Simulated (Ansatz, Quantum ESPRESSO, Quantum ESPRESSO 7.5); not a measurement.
**The work function of Cd(0001), 4 layers, one monolayer of N on hcp sites, level by level**

Wanted: work functions and the surface dipole of Cd(0001), 4 layers, one monolayer of N on hcp sites at several levels, with their cost.

Calculated with Quantum ESPRESSO 7.5; plane-wave DFT, PBE, GBRV ultrasoft pseudopotentials (geometry and cross-check by Ansatz 0.2.0 with PAW datasets; geometry under PBE).

## 1. Set-up

The cell holds 5 atoms: 4 Cd and 1 N. Cell: a = 2.980 Å, b = 2.980 Å, c = 27.430 Å, α = 90.0°, β = 90.0°, γ = 60.0°. It derives from Cd. Vacuum lies along c.

This run has no spin polarisation although its electron count is odd. A spin-polarised state was not tried and may lie lower.

## 2. Relaxation with Ansatz

The geometry comes first, from a plane-wave PAW code, so that the later runs on this slab share one structure.

input.yaml reads:

```yaml
crystal:
  lattice:
    - [2.98, 0.0, 0.0]
    - [1.49, 2.5807557033, 0.0]
    - [0.0, 0.0, 27.43042]
  atoms:
    - { symbol: Cd, position: [0.6666666667, 0.6666666667, 0.3025837738] }
    - { symbol: Cd, position: [0.0, 0.0, 0.4050298902] }
    - { symbol: Cd, position: [0.6666666667, 0.6666666667, 0.5074760066] }
    - { symbol: Cd, position: [0.0, 0.0, 0.609922123] }
    - { symbol: "N", position: [0.6666666667, 0.6666666667, 0.6569257048] }
kpoints:
  mp_grid: { grid: [12, 12, 1] }
hamiltonian:
  xc: pbe
scf:
  occupations: { method: fermi_dirac, width: 0.1 }
  convergence: { dr2_threshold: 1.0e-08 }
efield:
  axis: 3
  dipole_correction: true
  ramp_position: 0.97
  ramp_width: 0.04
relax:
  f_tol: 0.01
  constraints: [{ sites: [0, 1] }]
output:
  write_potential: true
  write_density: true
  volumetric_format: npy
```

On the command line:

```sh
ansatz run input.yaml --threads 4 --pin off --max-ram 8192MiB --backend cpu --events-out ev --progress --plain --runs-dir out
```

Numbers of over 12 decimals in the logs are rounded to 6 here.

What it wrote:

```text
Engine: ansatz 0.2.0, aarch64-unknown-linux-gnu
Pseudopotentials: kind: paw
Pseudopotential: Cd, paw, valence charge 20, recommended cutoff 420 eV (normal), Cd.paw.azcp
Pseudopotential: N, paw, valence charge 5, recommended cutoff 420 eV (normal), N.paw.azcp
Functional definition: PBE
  parameter kappa = 0.804
  parameter beta = 0.066725
  exchange = pbe_x(kappa = kappa, mu = beta*pi^2/3)
  correlation = pbe_c(beta = beta)
Crystal: 5 atoms, lattice volume = 210.958 Å³
Basis set: ecut = 420 eV, 4027 PW (Γ), exchange–correlation on 40×40×384 points (8 copies of the dense FFT grid, shifted against one another)
Bands: 51, of which v1, the nominal top of the filled ones, is band 43 counted from 1 (42 counted from 0)
Symmetry: 6 space group operations
Space group: P3m1 (ITA 156), of the structure as read, at distance tolerance 6.0e-5 Å
k-points: 19 of 144 (time reversal used)
Non-local potential: Cd, projectors of the file, l = 0: 3, l = 1: 2, l = 2: 2, l = 3: 1
Non-local potential: N, projectors of the file, l = 0: 2, l = 1: 2, l = 2: 1
PAW form: soft (Blöchl's): semilocal exchange-correlation on the pseudo side does not see the compensation charge
PAW one-centre angular grid: Cd, 590 points (default); XC on 64 Gauss nodes
PAW one-centre angular grid: N, 110 points (default); XC on 64 Gauss nodes
Initial density: superposition of atomic densities (neutral atoms: chi_scale 0, normalization atom), corrected by the library's trained network
Initial wavefunctions: pseudopotential atomic-orbital guess
Functional: x = pbe(κ = 0.804, μ = 0.219515), c = pbe(β = 0.066725)
SCF iter   1: F=—  HF=-33397.540059 eV  |F-HF|=—  |Δ(HF+E_count)|=         —  Δρ=4.01e-3  dr2=5.26e-1  ethr=1.77e-3  p=-0.183 e·Å  D=-1.57e-1 V/Å  ΔV_dip=4.32 eV  dr2_dipole=3.36e-1  V_vac-E_F(+/−)=7.98/3.66 eV  ⟨swp⟩=12.6  Hψ=4837  notcnv=0  defer=8
efield: sawtooth ramp at fractional position 0.9700 (set: `efield.ramp_position`, or a place that a band, a saddle search or an elastic batch's reference lends), width 0.0400; the density the first Hamiltonian is built on has a dipole p = -0.183 e·Å; the dipole correction subtracts the counter field D = -1.57e-1 V/Å, which shifts the + side's vacuum level by +4.32 eV against the − side's; the planar-averaged density in the ramp window peaks in size at 2.0e-5 e/Å³
preconditioner: auto → LDOS  [metal: Δε(μ)=0.094 eV  Ē_g=11.829 eV  σ=0.100 eV  W_gap=0.23  n_scr=20 (ndim 8)  ℏωp=18.6 eV  f_vac=0.539  D(μ)=2.33/eV (n_scr^D=12)  β→1.0]
SCF iter   2: F=—  HF=-33397.532944 eV  |F-HF|=—  |Δ(HF+E_count)|=   7.11e-3  Δρ=1.91e-3  dr2=1.06e-1  ethr=6.19e-4  p=-0.158 e·Å  D=-1.36e-1 V/Å  ΔV_dip=3.72 eV  dr2_dipole=6.05e-2  V_vac-E_F(+/−)=7.76/4.04 eV  ⟨swp⟩=2.5  Hψ=1214  notcnv=0  defer=23
SCF iter   3: F=—  HF=-33397.527314 eV  |F-HF|=—  |Δ(HF+E_count)|=   5.63e-3  Δρ=2.80e-4  dr2=1.21e-3  ethr=1.25e-4  p=-0.168 e·Å  D=-1.44e-1 V/Å  ΔV_dip=3.96 eV  dr2_dipole=6.65e-4  V_vac-E_F(+/−)=7.77/3.82 eV  ⟨swp⟩=2.0  Hψ=1009  notcnv=0  defer=23
SCF iter   4: F=—  HF=-33397.527527 eV  |F-HF|=—  |Δ(HF+E_count)|=   2.13e-4  Δρ=2.25e-4  dr2=1.57e-4  ethr=1.42e-6  p=-0.166 e·Å  D=-1.43e-1 V/Å  ΔV_dip=3.91 eV  dr2_dipole=4.42e-5  V_vac-E_F(+/−)=7.75/3.84 eV  ⟨swp⟩=2.1  Hψ=1621  notcnv=0  defer=22
SCF iter   5: F=—  HF=-33397.527526 eV  |F-HF|=—  |Δ(HF+E_count)|=   7.27e-7  Δρ=1.16e-4  dr2=3.29e-5  ethr=1.85e-7  p=-0.166 e·Å  D=-1.43e-1 V/Å  ΔV_dip=3.91 eV  dr2_dipole=4.76e-7  V_vac-E_F(+/−)=7.75/3.84 eV  ⟨swp⟩=2.3  Hψ=1669  notcnv=0  defer=22
SCF iter   6: F=—  HF=-33397.527506 eV  |F-HF|=—  |Δ(HF+E_count)|=   2.03e-5  Δρ=2.53e-5  dr2=3.75e-6  ethr=3.87e-8  p=-0.166 e·Å  D=-1.42e-1 V/Å  ΔV_dip=3.91 eV  dr2_dipole=3.35e-7  V_vac-E_F(+/−)=7.74/3.83 eV  ⟨swp⟩=2.7  Hψ=1684  notcnv=0  defer=22
SCF iter   7: F=—  HF=-33397.527711 eV  |F-HF|=—  |Δ(HF+E_count)|=   2.06e-4  Δρ=1.23e-5  dr2=5.67e-7  ethr=4.41e-9  p=-0.166 e·Å  D=-1.42e-1 V/Å  ΔV_dip=3.90 eV  dr2_dipole=1.92e-8  V_vac-E_F(+/−)=7.74/3.83 eV  ⟨swp⟩=2.2  Hψ=1454  notcnv=0  defer=22
SCF iter   8: F=—  HF=-33397.527712 eV  |F-HF|=—  |Δ(HF+E_count)|=   5.56e-7  Δρ=3.36e-6  dr2=5.33e-8  ethr=6.67e-10  p=-0.166 e·Å  D=-1.42e-1 V/Å  ΔV_dip=3.90 eV  dr2_dipole=2.08e-8  V_vac-E_F(+/−)=7.74/3.83 eV  ⟨swp⟩=2.2  Hψ=1455  notcnv=0  defer=22
SCF iter   9: F=-33397.527712 eV  HF=-33397.527712 eV  |F-HF|=2.53e-8  |Δ(HF+E_count)|=   8.26e-8  Δρ=1.30e-6  dr2=6.62e-9  ethr=1.18e-11  p=-0.166 e·Å  D=-1.42e-1 V/Å  ΔV_dip=3.90 eV  dr2_dipole=1.35e-9  V_vac-E_F(+/−)=7.74/3.83 eV  ⟨swp⟩=10.0  Hψ=6474  notcnv=0
SCF 1 converged in 9 iterations: F = -33397.527712 eV  dr2 = 6.62e-9
  greatest PAW one-centre occupation: 1.000 electrons in one spin orbital (limit 2), on the Cd atom at site 3 (counted from 0), in its partial waves of l = 0
relax step   1: F+E_penalty+E_count = -33397.52771189 eV  Δ(F+E_penalty+E_count) = +0.000e0 eV  max|allowed force component| = 3.661e-1 eV/Å  Δτ_max = 0.0000 Å  (9 SCF iters, accepted)
Initial density: handed on by an earlier stage of this run
Initial wavefunctions: those handed on with the density
iter 1 solved again at ethr=2.56e-4 eV; its pass at ethr=3.10e-3 eV (dr2=2.17e-1 eV) is discarded
SCF iter   1: F=—  HF=-33397.547581 eV  |F-HF|=—  |Δ(HF+E_count)|=         —  Δρ=5.38e-3  dr2=2.21e-1  ethr=2.56e-4  p=-0.166 e·Å  D=-1.42e-1 V/Å  ΔV_dip=3.90 eV  dr2_dipole=8.34e-2  V_vac-E_F(+/−)=7.61/3.70 eV  ⟨swp⟩=1.3  Hψ=3618  notcnv=0  defer=24
efield: sawtooth ramp at fractional position 0.9700 (set: `efield.ramp_position`, or a place that a band, a saddle search or an elastic batch's reference lends), width 0.0400; the density the first Hamiltonian is built on has a dipole p = -0.166 e·Å; the dipole correction subtracts the counter field D = -1.42e-1 V/Å, which shifts the + side's vacuum level by +3.90 eV against the − side's; the planar-averaged density in the ramp window peaks in size at 2.7e-7 e/Å³
preconditioner: auto → LDOS  [metal: Δε(μ)=0.067 eV  Ē_g=11.816 eV  σ=0.100 eV  W_gap=0.16  n_scr=20 (ndim 8)  ℏωp=18.6 eV  f_vac=0.536  D(μ)=2.24/eV (n_scr^D=12)  β→1.0]
SCF iter   2: F=—  HF=-33397.538743 eV  |F-HF|=—  |Δ(HF+E_count)|=   8.84e-3  Δρ=1.20e-3  dr2=1.83e-2  ethr=2.56e-4  p=-0.164 e·Å  D=-1.41e-1 V/Å  ΔV_dip=3.86 eV  dr2_dipole=4.98e-3  V_vac-E_F(+/−)=7.69/3.83 eV  ⟨swp⟩=2.1  Hψ=1068  notcnv=0  defer=24
SCF iter   3: F=—  HF=-33397.537789 eV  |F-HF|=—  |Δ(HF+E_count)|=   9.54e-4  Δρ=5.04e-4  dr2=1.62e-3  ethr=2.16e-5  p=-0.165 e·Å  D=-1.42e-1 V/Å  ΔV_dip=3.89 eV  dr2_dipole=5.20e-5  V_vac-E_F(+/−)=7.71/3.82 eV  ⟨swp⟩=2.0  Hψ=1551  notcnv=0  defer=24
[...]
SCF iter   2: F=—  HF=-33397.541397 eV  |F-HF|=—  |Δ(HF+E_count)|=   3.88e-3  Δρ=5.24e-4  dr2=2.72e-3  ethr=9.43e-5  p=-0.166 e·Å  D=-1.42e-1 V/Å  ΔV_dip=3.90 eV  dr2_dipole=1.30e-3  V_vac-E_F(+/−)=7.72/3.82 eV  ⟨swp⟩=1.8  Hψ=1173  notcnv=0  defer=24
SCF iter   3: F=—  HF=-33397.541426 eV  |F-HF|=—  |Δ(HF+E_count)|=   2.88e-5  Δρ=3.53e-4  dr2=6.71e-4  ethr=3.19e-6  p=-0.168 e·Å  D=-1.44e-1 V/Å  ΔV_dip=3.94 eV  dr2_dipole=6.84e-5  V_vac-E_F(+/−)=7.74/3.80 eV  ⟨swp⟩=2.0  Hψ=1482  notcnv=0  defer=24
SCF iter   4: F=—  HF=-33397.541420 eV  |F-HF|=—  |Δ(HF+E_count)|=   5.68e-6  Δρ=1.88e-4  dr2=1.69e-4  ethr=7.89e-7  p=-0.168 e·Å  D=-1.44e-1 V/Å  ΔV_dip=3.95 eV  dr2_dipole=2.69e-5  V_vac-E_F(+/−)=7.75/3.80 eV  ⟨swp⟩=2.0  Hψ=1318  notcnv=0  defer=24
SCF iter   5: F=—  HF=-33397.541397 eV  |F-HF|=—  |Δ(HF+E_count)|=   2.26e-5  Δρ=3.54e-5  dr2=4.37e-6  ethr=1.99e-7  p=-0.168 e·Å  D=-1.44e-1 V/Å  ΔV_dip=3.96 eV  dr2_dipole=4.69e-8  V_vac-E_F(+/−)=7.76/3.80 eV  ⟨swp⟩=2.2  Hψ=1334  notcnv=0  defer=24
SCF iter   6: F=—  HF=-33397.541582 eV  |F-HF|=—  |Δ(HF+E_count)|=   1.85e-4  Δρ=1.20e-5  dr2=8.02e-7  ethr=5.14e-9  p=-0.168 e·Å  D=-1.44e-1 V/Å  ΔV_dip=3.96 eV  dr2_dipole=4.75e-9  V_vac-E_F(+/−)=7.77/3.81 eV  ⟨swp⟩=2.9  Hψ=1795  notcnv=0  defer=24
SCF iter   7: F=—  HF=-33397.541582 eV  |F-HF|=—  |Δ(HF+E_count)|=   3.03e-8  Δρ=2.86e-6  dr2=2.92e-8  ethr=9.44e-10  p=-0.168 e·Å  D=-1.44e-1 V/Å  ΔV_dip=3.96 eV  dr2_dipole=1.36e-9  V_vac-E_F(+/−)=7.77/3.81 eV  ⟨swp⟩=2.0  Hψ=1428  notcnv=0  defer=24
SCF iter   8: F=-33397.541583 eV  HF=-33397.541583 eV  |F-HF|=4.04e-8  |Δ(HF+E_count)|=   9.15e-8  Δρ=1.09e-6  dr2=4.25e-9  ethr=1.18e-11  p=-0.168 e·Å  D=-1.44e-1 V/Å  ΔV_dip=3.96 eV  dr2_dipole=6.16e-11  V_vac-E_F(+/−)=7.77/3.81 eV  ⟨swp⟩=9.9  Hψ=6456  notcnv=0
SCF 3 converged in 8 iterations: F = -33397.541583 eV  dr2 = 4.25e-9
relax step   3: F+E_penalty+E_count = -33397.54158259 eV  Δ(F+E_penalty+E_count) = -3.787e-3 eV  max|allowed force component| = 1.142e-2 eV/Å  Δτ_max = 0.0410 Å  (8 SCF iters, accepted)
SCF iter   1: F=—  HF=-33397.541514 eV  |F-HF|=—  |Δ(HF+E_count)|=         —  Δρ=4.06e-4  dr2=1.22e-3  ethr=6.23e-5  p=-0.168 e·Å  D=-1.44e-1 V/Å  ΔV_dip=3.96 eV  dr2_dipole=4.90e-4  V_vac-E_F(+/−)=7.78/3.81 eV  ⟨swp⟩=2.0  Hψ=1491  notcnv=0  defer=25
efield: sawtooth ramp at fractional position 0.9700 (set: `efield.ramp_position`, or a place that a band, a saddle search or an elastic batch's reference lends), width 0.0400; the density the first Hamiltonian is built on has a dipole p = -0.168 e·Å; the dipole correction subtracts the counter field D = -1.44e-1 V/Å, which shifts the + side's vacuum level by +3.96 eV against the − side's; the planar-averaged density in the ramp window peaks in size at 1.8e-7 e/Å³
preconditioner: auto → LDOS  [metal: Δε(μ)=0.083 eV  Ē_g=11.795 eV  σ=0.100 eV  W_gap=0.20  n_scr=20 (ndim 8)  ℏωp=18.6 eV  f_vac=0.535  D(μ)=2.41/eV (n_scr^D=12)  β→1.0]
SCF iter   2: F=—  HF=-33397.541449 eV  |F-HF|=—  |Δ(HF+E_count)|=   6.45e-5  Δρ=8.92e-5  dr2=6.24e-5  ethr=1.44e-6  p=-0.169 e·Å  D=-1.45e-1 V/Å  ΔV_dip=3.97 eV  dr2_dipole=8.02e-6  V_vac-E_F(+/−)=7.77/3.80 eV  ⟨swp⟩=2.0  Hψ=1244  notcnv=0  defer=25
SCF iter   3: F=—  HF=-33397.541443 eV  |F-HF|=—  |Δ(HF+E_count)|=   6.67e-6  Δρ=4.23e-5  dr2=9.86e-6  ethr=7.34e-8  p=-0.169 e·Å  D=-1.45e-1 V/Å  ΔV_dip=3.97 eV  dr2_dipole=3.48e-7  V_vac-E_F(+/−)=7.77/3.80 eV  ⟨swp⟩=2.3  Hψ=1460  notcnv=0  defer=25
SCF iter   4: F=—  HF=-33397.541648 eV  |F-HF|=—  |Δ(HF+E_count)|=   2.06e-4  Δρ=8.52e-6  dr2=3.64e-7  ethr=1.16e-8  p=-0.169 e·Å  D=-1.45e-1 V/Å  ΔV_dip=3.96 eV  dr2_dipole=5.23e-8  V_vac-E_F(+/−)=7.77/3.80 eV  ⟨swp⟩=2.3  Hψ=1378  notcnv=0  defer=25
SCF iter   5: F=—  HF=-33397.541649 eV  |F-HF|=—  |Δ(HF+E_count)|=   3.24e-7  Δρ=4.72e-6  dr2=8.00e-8  ethr=4.29e-10  p=-0.168 e·Å  D=-1.45e-1 V/Å  ΔV_dip=3.96 eV  dr2_dipole=1.94e-9  V_vac-E_F(+/−)=7.77/3.80 eV  ⟨swp⟩=2.7  Hψ=1596  notcnv=0  defer=25
SCF iter   6: F=-33397.541649 eV  HF=-33397.541649 eV  |F-HF|=3.70e-8  |Δ(HF+E_count)|=   5.87e-8  Δρ=1.20e-6  dr2=4.62e-9  ethr=1.18e-11  p=-0.168 e·Å  D=-1.45e-1 V/Å  ΔV_dip=3.96 eV  dr2_dipole=1.78e-10  V_vac-E_F(+/−)=7.77/3.80 eV  ⟨swp⟩=8.1  Hψ=6883  notcnv=0
SCF 4 converged in 6 iterations: F = -33397.541649 eV  dr2 = 4.62e-9
relax step   4: F+E_penalty+E_count = -33397.54164882 eV  Δ(F+E_penalty+E_count) = -6.624e-5 eV  max|allowed force component| = 2.553e-3 eV/Å  Δτ_max = 0.0076 Å  (6 SCF iters, accepted)
NSCF: frozen V_eff on 19 k-points
the band table was solved once a step of the walk had ended and its energy, with any forces and stress, was formed, with the checks that follow a solve (5318 applications of the Hamiltonian). They found nothing against the state; the energy, forces and stress were not computed again (output.eigenvalues in the input reference)
WARN: The output density's exchange-correlation potential varies sharply where the density is thin. Do not read a vacuum level from v_tot or v_xc, or from such a field of the output density. On a cell that repeats whose density bears no net charge and no dipole along the vacuum's axis use v_es (v_loc + v_h of the components); under efield.dipole_correction with no amplitude use v_es + v_field, which holds any externa [...]
SCF converged after 6 iterations
Free energy (F): -33397.541649 eV
Harris-Foulkes:  -33397.541649 eV  (|F-HF|=3.70e-8)
Internal energy: -33397.462068 eV  (E = F + TS)
E sigma→0 (E₀):  -33397.501858 eV
Entropy (-TS):   -0.079581 eV (-15.916 meV/atom)
Fermi energy:    2.861737 eV
Dipole field:    D = -0.144491 V/Å  (p = -0.168452 e·Å, saw-weighted, corrected)
Work function:   Φ+ = 7.7686 eV   Φ− = 3.8051 eV
Levels:          The Fermi level and band energies are counted from a zero that moves with the ramp; work functions are not
--- Per-component energies (eV) ---
  E_band       = -2523.780988
  E_kinetic    = 2142.072670
  E_local      = -140561.397104  (includes V_loc(G=0)·N_el)
  E_nonlocal   = 175.991321
  E_hartree    = 69428.936036
  E_xc         = -766.653716
  E_vxc        = -962.437205  (∫ρ·V_xc dr)
  E_paw        = -16453.290549  (= ΣΔE_a)
  E_vpaw       = -2168.973119  (= ΣTr[D̂ρ^β])
  E_aug_tail   = 0.000135  (compensation charges beyond the density's cutoff)
  E_efield     = 0.012170  (sawtooth field / dipole correction)
  E_vefield    = -6.909466  (∫n·V_field dr)
  E_ewald      = 52636.866970
  E_smearing   = -0.079581  (= −TS)
  E_closure    = -0.000000  (closes the sum)
  Σ components = -33397.541649   (vs F -33397.541649, Δ=0.00e0)
--- Forces (eV/Å), atoms counted from 1 ---
  atom   1  Cd     0.00000000    -0.00000000    -0.10910882
  atom   2  Cd     0.00000000     0.00000000     0.11105844
  atom   3  Cd     0.00000000    -0.00000000     0.00111939
  atom   4  Cd    -0.00000000     0.00000000    -0.00255289
  atom   5  N      0.00000000     0.00000000    -0.00053128
  max |Σ_I F_I| component: 1.52e-5 eV/Å
--- Band table (eV; the first three rows and the last of 19) ---
  k-point 0: bands = [... 39 lower, -2.7676, -0.7362, 1.2637, 3.1062, 3.7685, 3.7685, 5.5185, 6.7450, ... 4 higher]
  k-point 1: bands = [... 39 lower, -2.5855, -0.6145, 1.4097, 3.2410, 3.4793, 3.7211, 5.6941, 6.9176, ... 4 higher]
  k-point 2: bands = [... 39 lower, -2.0822, -0.2891, 1.8267, 2.7499, 3.5885, 3.7356, 6.1699, 7.4108, ... 4 higher]
  k-point 18: bands = [... 39 lower, 2.2036, 3.2961, 3.3034, 3.7585, 4.1195, 4.4762, 4.7862, 5.8312, ... 4 higher]
--- Relaxed structure (4 steps of the walk, 4 accepted, 0 SCFs on fresh bases) ---
  F+E_penalty+E_count = -33397.54164882 eV   max|allowed force component| = 2.553e-3 eV/Å
  atoms:
    - { symbol: Cd, position: [0.666667, 0.666667, 0.3025837738] }
    - { symbol: Cd, position: [-2.2204460493795607e-17, -2.2204460493795604e-17, 0.405030] }
    - { symbol: Cd, position: [0.666667, 0.666667, 0.510063] }
    - { symbol: Cd, position: [-2.2204460493795607e-17, -2.22044604937956e-17, 0.612022] }
    - { symbol: N, position: [0.666667, 0.666667, 0.661318] }
```

Wall time 20 s (4 threads of Arm Neoverse V1, shared host); peak memory 0.57 GiB.

Relaxation path:

| step | energy less that of the first step (eV) | largest force component (eV/Å) |
| --- | --- | --- |
| 1 | 0.0000 | 0.3661 |
| 2 | -0.0101 | 0.2102 |
| 3 | -0.0139 | 0.0114 |
| 4 | -0.0139 | 0.0026 |

The atoms that moved most (Å):

| atom | dx | dy | dz | length |
| --- | --- | --- | --- | --- |
| N5 | 0.000 | 0.000 | 0.120 | 0.120 |
| Cd3 | 0.000 | 0.000 | 0.071 | 0.071 |
| Cd4 | 0.000 | 0.000 | 0.058 | 0.058 |

The relaxation lowers the energy by 3 meV an atom. Held were the atoms numbered 1 and 2; the forces quoted are those on the free ones.

This step gave:

| Quantity | Value |
| --- | --- |
| free energy | -33397.5416 eV |
| energy at zero smearing | -33397.5019 eV |
| smearing term TS | 0.07958 eV |
| Fermi energy | 2.862 eV |
| symmetry operations | 6 |
| work function of the upper face | 7.769 eV |
| work function of the lower face | 3.805 eV |
| dipole along the normal | -0.1685 e·Å |

(Part 1 of 6 ends here.)

[Logs are printed without paths, hosts, clocks, repeated set-up lines and the standing remarks that a program may print on its own settings, such as how far it seeks lower states.]

[Hosts, paths, dates, database ids (printed as entryN), source tags and the programs' standing remarks are cut or masked in the printed files.]

[Maps of the electrostatic potential energy from Ansatz leave out the sawtooth potential of an applied field or a dipole correction, so their vacuum need not be flat; planar profiles and work functions include it.]
